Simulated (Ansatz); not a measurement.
# SrBe3 (built on the sites of a database entry of Ca3Pb): from the cell to its phonons

Aim: the phonons of SrBe3 (built on the sites of a database entry of Ca3Pb) at a cell relaxed beforehand at this level. After the zone centre comes a 2×2×2 q mesh on a 10×10×10 k mesh.

Main program and level: Ansatz 0.2.0; DFT PBEsol, scalar-relativistic, plane waves, norm-conserving pseudopotentials.

The structure was built from a prototype and need not be the compound's stable phase.

### 1. Set-up

The structure is cubic, space group Pm-3m (No. 221). Conventional cell: a = 4.189 Å, b = 4.189 Å, c = 4.189 Å, α = 90.00°, β = 90.00°, γ = 90.00°. Nearest to Be lie 4 Sr at 2.96 Å and 8 Be at 2.96 Å. Sr has 12 Be at 2.96 Å nearest. Farther neighbours are not listed.

### 2. Modes at Γ

The cell comes from relaxations at this level that are not shown. The zone centre comes first: it holds the modes that light can see, as far as symmetry allows. No field response is asked, since the mesh shows no gap.

Input file input.yaml:

```yaml
crystal:
  lattice:
    - [4.1890090279, 0.0, 0.0]
    - [0.0, 4.1890090279, 0.0]
    - [0.0, 0.0, 4.1890090279]
  atoms:
    - { symbol: Be, position: [0.0, 0.5, 0.5] }
    - { symbol: Be, position: [0.5, 0.5, 0.0] }
    - { symbol: Be, position: [0.5, 0.0, 0.5] }
    - { symbol: Sr, position: [0.0, 0.0, 0.0] }
kpoints:
  mp_grid: { grid: [10, 10, 10] }
hamiltonian:
  xc: pbesol
  pseudopotentials: { kind: nc }
scf:
  occupations: { method: methfessel_paxton, width: 0.15 }
output:
  eigenvalues: true
phonons:
  method: dfpt
```

Run with:

```console
$ ansatz run input.yaml --threads 4 --pin off --max-ram 7168MiB --backend cpu --events-out ev --progress --plain --runs-dir out
```

Numbers of over 12 decimals in the logs are rounded to 6 here.

Output:

```text
zone centre: on kpoints.mp_grid the ground state, and the responses unless they are solved on pairs of k-points, stand on 216 of the mesh's 1000 k-points, reduced under 8 symmetry operations, with k and −k counted as one. Each operation leaves every solved displacement unchanged or reverses it
Engine: ansatz 0.2.0, aarch64-unknown-linux-gnu
Pseudopotentials: kind: nc
Pseudopotential: Be, nc, valence charge 4, recommended cutoff 1197.300995 eV (normal), Be.nc.azcp (PseudoDojo's, or run here from an input of PseudoDojo's: the run reads no file of this project's for it)
Pseudopotential: Sr, nc, valence charge 10, recommended cutoff 925.187132 eV (normal), Sr.nc.azcp (PseudoDojo's, or run here from an input of PseudoDojo's: the run reads no file of this project's for it)
Functional definition: PBEsol
  exchange = pbesol_x
  correlation = pbesol_c
Crystal: 4 atoms, lattice volume = 73.508 Å³
Basis set: ecut = 1197.300995 eV, 6931 PW (Γ), exchange–correlation on 96×96×96 points (8 copies of the dense FFT grid, shifted against one another)
Bands: 15, of which v1, the nominal top of the filled ones, is band 11 counted from 1 (10 counted from 0)
Symmetry: 48 space group operations
k-points: 216 of 1000 (irreducible under 8 space group operations)
Non-local potential: Be, projectors of the file, l = 0: 2, l = 1: 2
Non-local potential: Sr, projectors of the file, l = 0: 2, l = 1: 2, l = 2: 2
Initial density: superposition of atomic densities (chi_scale 0.1, normalization cell, long waves kept (reshape's long-wave potential 0.00 eV rms))
Initial wavefunctions: pseudopotential atomic-orbital guess
Functional: x = pbesol(κ = 0.804, μ = 0.123457), c = pbesol(β = 0.046)
SCF iter   1: F=—  HF=-2059.908667 eV  |F-HF|=—  |Δ(HF+E_count)|=         —  Δρ=2.86e-2  dr2=7.30e-1  ethr=3.10e-3  ⟨swp⟩=6.2  Hψ=20955  notcnv=0
preconditioner: auto → Kerker (q_TF=auto, 2.231 Å⁻¹)  [metal: Δε(μ)=0.009 eV  Ē_g=4.249 eV  σ=0.150 eV  W_gap=0.05  n_scr=18 (ndim 8)  ℏωp=12.2 eV  f_vac=0.000  D(μ)=3.92/eV (n_scr^D=32)]
SCF iter   2: F=—  HF=-2059.739565 eV  |F-HF|=—  |Δ(HF+E_count)|=   1.69e-1  S|Δr|=    0.00e0  Δρ=1.53e-2  dr2=2.86e-1  ethr=3.10e-3  ⟨swp⟩=1.3  Hψ=5047  notcnv=0
SCF iter   3: F=—  HF=-2059.632808 eV  |F-HF|=—  |Δ(HF+E_count)|=   1.07e-1  S|Δr|=    0.00e0  Δρ=2.74e-3  dr2=2.23e-3  ethr=1.30e-3  ⟨swp⟩=3.1  Hψ=5571  notcnv=0
SCF iter   4: F=—  HF=-2059.633001 eV  |F-HF|=—  |Δ(HF+E_count)|=   1.92e-4  S|Δr|=    0.00e0  Δρ=3.83e-4  dr2=8.52e-5  ethr=1.01e-5  ⟨swp⟩=2.1  Hψ=4949  notcnv=0
SCF iter   5: F=—  HF=-2059.633008 eV  |F-HF|=—  |Δ(HF+E_count)|=   7.55e-6  S|Δr|=    0.00e0  Δρ=9.27e-5  dr2=6.20e-6  ethr=3.87e-7  ⟨swp⟩=2.2  Hψ=4944  notcnv=0
SCF iter   6: F=—  HF=-2059.633015 eV  |F-HF|=—  |Δ(HF+E_count)|=   7.03e-6  S|Δr|=    0.00e0  Δρ=1.34e-5  dr2=8.18e-8  ethr=2.82e-8  ⟨swp⟩=1.1  Hψ=3316  notcnv=0
SCF iter   7: F=—  HF=-2059.633102 eV  |F-HF|=—  |Δ(HF+E_count)|=   8.66e-5  S|Δr|=    0.00e0  Δρ=2.49e-6  dr2=3.75e-9  ethr=3.72e-10  ⟨swp⟩=2.1  Hψ=5079  notcnv=0
SCF iter   8: F=—  HF=-2059.633102 eV  |F-HF|=—  |Δ(HF+E_count)|=  4.89e-10  S|Δr|=    0.00e0  Δρ=3.86e-7  dr2=9.12e-11  ethr=1.70e-11  ⟨swp⟩=2.6  Hψ=5538  notcnv=0
SCF iter   9: F=-2059.633102 eV  HF=-2059.633102 eV  |F-HF|=1.36e-12  |Δ(HF+E_count)|=  4.09e-12  S|Δr|=    0.00e0  Δρ=8.39e-8  dr2=4.32e-12  ethr=1.00e-12  ⟨swp⟩=8.4  Hψ=19590  notcnv=0
the search or the solves at the SCF's close seem to have found levels that the self-consistency loop had missed (the run counts 2). By its estimate they hold under 1e-12 electrons; where the run keeps them, the occupations were computed again with them
SCF 1 converged in 9 iterations: F = -2059.633102 eV  dr2 = 4.32e-12
DFPT response loops at Γ: preconditioner auto → Kerker (q_TF=auto, 2.231 Å⁻¹) (partly filled bands, converged f_vac=0.000); β = 1.00, the filter's whole step (`scf.mixing.beta` (0.50) is not read by the response loops under this deck's `scf.mixing.preconditioner`; to damp them name `kerker` or `kerker_dos`, under which they read `scf.mixing.beta`, and type it under 1.00, their step now; both keys bind the ground state too); Broyden in place of MSR1
SCF converged after 9 iterations
Stability not checked: this state was not tested for a lower state beside it, because cold or Methfessel-Paxton smearing, or corrected tetrahedra, fill the levels in a way that the test cannot read (fill_not_monotonic; see scf.lower_state_search)
Free energy (F): -2059.633102 eV
Harris-Foulkes:  -2059.633102 eV  (|F-HF|=1.36e-12)
Internal energy: -2059.634117 eV  (E = F + TS)
E sigma→0 (E₀):  -2059.633355 eV
Entropy (-TS):   0.001015 eV (0.254 meV/atom)
Fermi energy:    5.807480 eV
--- Per-component energies (eV) ---
  E_band       = -655.727799
  E_kinetic    = 951.273796
  E_local      = -1187.483117  (includes V_loc(G=0)·N_el)
  E_nonlocal   = -693.849093
  E_hartree    = 343.516186
  E_xc         = -414.953526
  E_vxc        = -412.701749  (∫ρ·V_xc dr)
  E_ewald      = -1058.138362
  E_smearing   = 0.001015  (= −TS)
  E_closure    = 0.000000  (closes the sum)
  Σ components = -2059.633102   (vs F -2059.633102, Δ=0.00e0)
--- Band table (eV; the first three rows and the last of 216) ---
  k-point 0: bands = [... 7 lower, -0.5106, 5.5304, 5.5304, 6.1760, 6.1760, 6.1760, 10.5904, 10.5904]
  k-point 1: bands = [... 7 lower, -0.4149, 4.9729, 5.5709, 6.1585, 6.1585, 6.6632, 9.8396, 9.8396]
  k-point 2: bands = [... 7 lower, -0.1359, 4.1168, 5.6863, 6.1006, 6.1006, 7.3996, 9.2612, 9.2612]
  k-point 215: bands = [... 7 lower, 3.8022, 3.8022, 3.8022, 3.8560, 5.6287, 5.6287, 5.6287, 11.5379]
--- Phonons (Γ-DFPT): 3 representative perturbations + reference, on 216 of 1000 k-points (Σ response iterations 11) ---
  k mesh reduced under 8 symmetry operations, with k and −k counted as one. Each operation leaves every solved displacement unchanged or reverses it
  ASR residual: 2.734e-5 → 0.000e0 eV/Å²; symmetrization residual: 1.511e-6 eV/Å²
  ASR residual per site (eV/Å²): 2.73e-5 2.73e-5 2.73e-5 3.21e-6
  Γ frequencies (cm⁻¹): -311.38 -311.38 -311.38 0.00 0.00 0.00 301.90 301.90 301.90 327.50 327.50 327.50
  non-analytic LO–TO correction: not included (Born effective charges unavailable; polar crystals: no LO–TO splitting at Γ)
```

Run time: 66 s. Hardware: 4 threads of Arm Neoverse V2, shared host; peak memory 3 GiB; 4.3 min of CPU time.

This step gave:

```yaml
volume_per_atom: 18.38 Å³
gap_on_the_k_mesh: 0 eV
sum_rule_residual_before_enforcement: 2.73e-5 eV/Å²
point_group: m-3m
highest_optical_mode_at_the_zone_centre_no_lo_to_term: 327.5 cm⁻¹
lowest_optical_zone_centre_mode: -311.4 cm⁻¹
```

Patterns of degenerate modes are one choice out of their space. Modes at Γ, with each element's share of the kinetic energy (negative means imaginary):

| mode | frequency (cm⁻¹) | symmetry | Be % | Sr % |
| --- | --- | --- | --- | --- |
| 1 | -311.4 | T1u | 98 | 2 |
| 2 | -311.4 | T1u | 98 | 2 |
| 3 | -311.4 | T1u | 98 | 2 |
| 4 | 0.0 | acoustic | 24 | 76 |
| 5 | 0.0 | acoustic | 24 | 76 |
| 6 | 0.0 | acoustic | 24 | 76 |
| 7 | 301.9 | T2u | 100 | 0 |
| 8 | 301.9 | T2u | 100 | 0 |
| 9 | 301.9 | T2u | 100 | 0 |
| 10 | 327.5 | T1u | 78 | 22 |
| 11 | 327.5 | T1u | 78 | 22 |
| 12 | 327.5 | T1u | 78 | 22 |

Displacements in mode 1 (-311.4 cm⁻¹), the largest set to 1:
```
Be1  0.00 -0.28  0.17
Be2  0.00 -0.28 -0.62
Be3  0.00  1.00  0.17
Sr4  0.00 -0.05  0.03
```

Displacements in mode 7 (301.9 cm⁻¹), the largest set to 1:
```
Be1  0.00  1.00  0.23
Be2 -0.67 -1.00  0.00
Be3  0.67  0.00 -0.23
Sr4  0.00  0.00  0.00
```

Before it was imposed, the acoustic sum rule was missed by 2.7e-5 eV/Å². Small misses are needed for a sound result but don't prove that mesh and cutoff are converged. The lowest optical mode is imaginary, 311.4i cm⁻¹, so the energy falls along it.

### 3. Phonons on a q mesh

Stability and thermal properties need the whole zone. Linear response on a 2×2×2 q mesh gives force constants as far as a supercell of that size would.

Changes to input.yaml since step 2:

```diff
@@ -21 +21,8 @@
   method: dfpt
+  qmesh: [2, 2, 2]
+  temperatures: { t_max: 1000, t_step: 50 }
+  qpath:
+    path:
+      - [[0.0, 0.0, 0.0], [0.0, 0.5, 0.0], [0.5, 0.5, 0.0], [0.0, 0.0, 0.0], [0.5, 0.5, 0.5], [0.0, 0.5, 0.0]]
+      - [[0.5, 0.5, 0.5], [0.5, 0.5, 0.0]]
+    npoints: 10
```

Output:

```text
[...]
Crystal: 4 atoms, lattice volume = 73.508 Å³
Basis set: ecut = 1197.300995 eV, 6931 PW (Γ), exchange–correlation on 96×96×96 points (8 copies of the dense FFT grid, shifted against one another)
Bands: 15, of which v1, the nominal top of the filled ones, is band 11 counted from 1 (10 counted from 0)
Symmetry: 48 space group operations
k-points: 56 of 1000
[...]
SCF iter   1: F=—  HF=-2059.908684 eV  |F-HF|=—  |Δ(HF+E_count)|=         —  Δρ=2.86e-2  dr2=7.30e-1  ethr=3.10e-3  ⟨swp⟩=6.1  Hψ=5408  notcnv=0
[...]
SCF iter   9: F=-2059.633102 eV  HF=-2059.633102 eV  |F-HF|=9.09e-13  |Δ(HF+E_count)|=  5.00e-12  S|Δr|=    0.00e0  Δρ=8.24e-8  dr2=4.25e-12  ethr=1.00e-12  ⟨swp⟩=8.5  Hψ=5093  notcnv=0
[...]
SCF 1 converged in 9 iterations: F = -2059.633102 eV  dr2 = 4.25e-12
[...]
iter 1 solved again at ethr=5.49e-8 eV; its pass at ethr=3.10e-3 eV (dr2=1.21e-5 eV) is discarded
SCF iter   1: F=—  HF=-2059.633012 eV  |F-HF|=—  |Δ(HF+E_count)|=         —  Δρ=5.48e-7  dr2=1.63e-10  ethr=5.49e-8  ⟨swp⟩=4.3  Hψ=8519  notcnv=0
eigensolver tolerance schedule: the retry pair's looser diagonalisation over-reported the residual by 74208.51 of it (diagonalisation noise at an unbounded share of the residual, at the tolerance the schedule requests for it); recorded, not acted on — ethr = c·dr2/N_el stays at c = 1.0e-1
[...]
SCF iter   2: F=—  HF=-2059.633102 eV  |F-HF|=—  |Δ(HF+E_count)|=   8.97e-5  S|Δr|=    0.00e0  Δρ=2.75e-7  dr2=2.91e-11  ethr=1.00e-12  ⟨swp⟩=4.1  Hψ=2384  notcnv=0
[...]
SCF iter   4: F=-2059.633102 eV  HF=-2059.633102 eV  |F-HF|=1.36e-12  |Δ(HF+E_count)|=  4.09e-12  S|Δr|=    0.00e0  Δρ=7.77e-8  dr2=3.74e-12  ethr=1.00e-12  ⟨swp⟩=2.2  Hψ=1699  notcnv=0
SCF 2 converged in 4 iterations: F = -2059.633102 eV  dr2 = 3.74e-12
phonons: the bands overlap, so this run is a metal and interpolates without the dipole-dipole term. If the crystal is really an insulator or semiconductor, its LO-TO splitting is missing
NSCF: frozen V_eff on 56 k-points
WARN: eigensolver did not converge (k=45): 1 band(s) unlocked after 2 eigensolves, warm-restarted (20 sweeps on the last) at ethr=1.09e-12 eV (storage-precision floor; scheduled 1.00e-12 eV) (lowest unlocked band 14, counted from 0; max residual 1.59e-5 eV among the unlocked bands, 1.59e-5 eV over every band; other slots of this pass that fall short are told together in one closing line; warning suppressed until the next SCF loop or pass starts)
WARN: eigensolver did not converge in 5 slots of this pass, the one above among them; of largest residual over every band (k=48): 1 band(s) unlocked (lowest unlocked band 14, counted from 0; max residual 1.69e-4 eV among the unlocked bands, 1.69e-4 eV over every band); of lowest unlocked band (k=45): band 14
[...]
DFPT response loops at q = (0, 0, 0) (fractional): preconditioner auto → Kerker (q_TF=auto, 2.231 Å⁻¹) (partly filled bands, converged f_vac=0.000); β = 1.00, the filter's whole step (`scf.mixing.beta` (0.50) is not read by the response loops under this deck's `scf.mixing.preconditioner`; to damp them name `kerker` or `kerker_dos`, under which they read `scf.mixing.beta`, and type it under 1.00, their step now; both keys bind the ground state too); Broyden in place of MSR1
[...]
SCF converged after 9 iterations
[...]
Free energy (F): -2059.633102 eV
[...]
Internal energy: -2059.634117 eV  (E = F + TS)
E sigma→0 (E₀):  -2059.633355 eV
Entropy (-TS):   0.001015 eV (0.254 meV/atom)
Fermi energy:    5.807480 eV
[...]
--- Band table (eV; the first three rows and the last of 56) ---
  k-point 0: bands = [... 7 lower, -0.5106, 5.5304, 5.5304, 6.1760, 6.1760, 6.1760, 10.5904, 10.5904]
  k-point 1: bands = [... 7 lower, -0.4149, 4.9729, 5.5709, 6.1585, 6.1585, 6.6632, 9.8396, 9.8396]
  k-point 2: bands = [... 7 lower, -0.1359, 4.1168, 5.6863, 6.1006, 6.1006, 7.3996, 9.2612, 9.2612]
  k-point 55: bands = [... 7 lower, 3.8022, 3.8022, 3.8022, 3.8560, 5.6287, 5.6287, 5.6287, 11.5379]
--- Phonons (Γ-DFPT): 3 representative perturbations + reference (Σ response iterations 9) ---
  ASR residual: 5.416e-5 → 0.000e0 eV/Å²; symmetrization residual: 1.752e-6 eV/Å²
  ASR residual per site (eV/Å²): 3.04e-5 3.04e-5 3.04e-5 5.42e-5
[...]
--- Phonons (arbitrary-q DFPT): 4 irreducible q on the 2×2×2 mesh ---
  q = [0.0000, 0.0000, 0.0000] (star 1, of the zone-centre solve; hermiticity 5.02e-7, symmetrization 1.08e-14): -311.38 -311.38 -311.38 -0.00 -0.00 0.00 301.90 301.90 301.90 327.50 327.50 327.50
  q = [0.0000, 0.0000, -0.5000] (star 3, 7 solved perturbations in 1332 linear systems a pass and spin channel, the states on 216 of 1000 k-point pairs; hermiticity 1.46e-7, symmetrization 7.28e-8, the responses' own estimated error 3.9e-5 eV/Å²): -320.69 -320.69 -292.74 74.96 74.96 161.08 239.10 246.98 277.64 277.64 283.68 283.68
[...]
sum rule: each row above includes the acoustic sum rule's correction from the zone centre's row sums; it moved no ω² by more than (0.96 cm⁻¹)²
  mesh force constants: q→R imaginary residual 1.61e-17; ASR residual 5.416e-5 → 0.000e0 eV/Å²; symmetrization residual 3.997e-15 eV/Å²
  interpolated dispersion: 62 rows × 12 modes
  density of states and harmonic sums: on the 16×16×16 q-mesh, interpolated from the force constants of a 2×2×2 supercell (no non-analytic term)
  largest difference from the sums on the solved wave vectors: F 1.01e-1 eV, S 1.34e-4 and C_V 3.24e-5 eV/K
  zero-point energy: 0.110528 eV/cell   skipped modes (ω ≤ 0): 742, of them read as no rigid motion or as one in doubt: 739 (4.498e0 modes/cell left out, lowest -363.61 cm⁻¹)   left out of the sums: 3.75e-1 of the cell's modes: C_V's classical limit lies that fraction below 3 k_B per atom; for a crystal, a wire or a layer, F and S can be off by more, and a phonons.interpolated_qmesh denser along its periods is the remedy for the sampling
```

Elapsed: 4.4 min, on 4 threads; peak memory 2.3 GiB; 17 min of CPU time.

This step gave:

- sum-rule residual before enforcement: 5.42e-5 eV/Å²
- lowest frequency on the path: -363.6 cm⁻¹
- highest frequency on the path or at a solved wavevector: 391.6 cm⁻¹
- lowest mode on the q mesh (acoustic modes at Γ apart): -360.1 cm⁻¹

Frequencies (cm⁻¹) solved at each irreducible wavevector; negative means imaginary. Frequencies by wavevector, by row:

| q in reciprocal lattice units | star | mode 1 | mode 2 | mode 3 | mode 4 | mode 10 | mode 11 | mode 12 |
| --- | --- | --- | --- | --- | --- | --- | --- | --- |
| 0 0 0 | 1 | -311.4 | -311.4 | -311.4 | 0 | 327.5 | 327.5 | 327.5 |
| 0 0 -0.5 | 3 | -320.7 | -320.7 | -292.7 | 75 | 277.6 | 283.7 | 283.7 |
| 0 -0.5 -0.5 | 3 | -360.1 | -329.6 | -259.5 | -68.4 | 268.9 | 268.9 | 382 |
| -0.5 -0.5 -0.5 | 1 | -357.2 | -184.5 | -184.5 | -184.5 | 391.6 | 391.6 | 391.6 |

Interpolated from a 2×2×2 q mesh, rough between the solved points. Phonon branches along the path, in cm⁻¹:

```
    point  branch 1  branch 2  branch 3  branch 4  branch 9  branch 10  branch 11  branch 12
        Γ      -311      -311      -311         0       302        328        328        328
  halfway      -316      -316      -303        48       288        295        309        309
        X      -321      -321      -293        75       278        278        284        284
  halfway      -341      -326      -277       -62       255        260        276        348
        M      -360      -330      -260       -68       221        269        269        382
  halfway      -328      -322      -290        42       269        287        290        336
        Γ      -311      -311      -311         0       302        328        328        328
  halfway      -348      -287      -287      -102       245        325        328        328
        R      -357      -184      -184      -184       256        392        392        392
  halfway      -357      -283      -259      -152       247        317        343        345
        X      -321      -321      -293        75       278        278        284        284
jump to R      -357      -184      -184      -184       256        392        392        392
  halfway      -363      -259      -222      -160       245        341        341        387
        M      -360      -330      -260       -68       221        269        269        382
```

[end of part 1 of 2]

[Logs are printed without paths, hosts, clocks, repeated set-up lines and the standing remarks that a program may print on its own settings, such as how far it seeks lower states.]

[Hosts, paths, dates, database ids (printed as entryN), source tags and the programs' standing remarks are cut or masked in the printed files.]
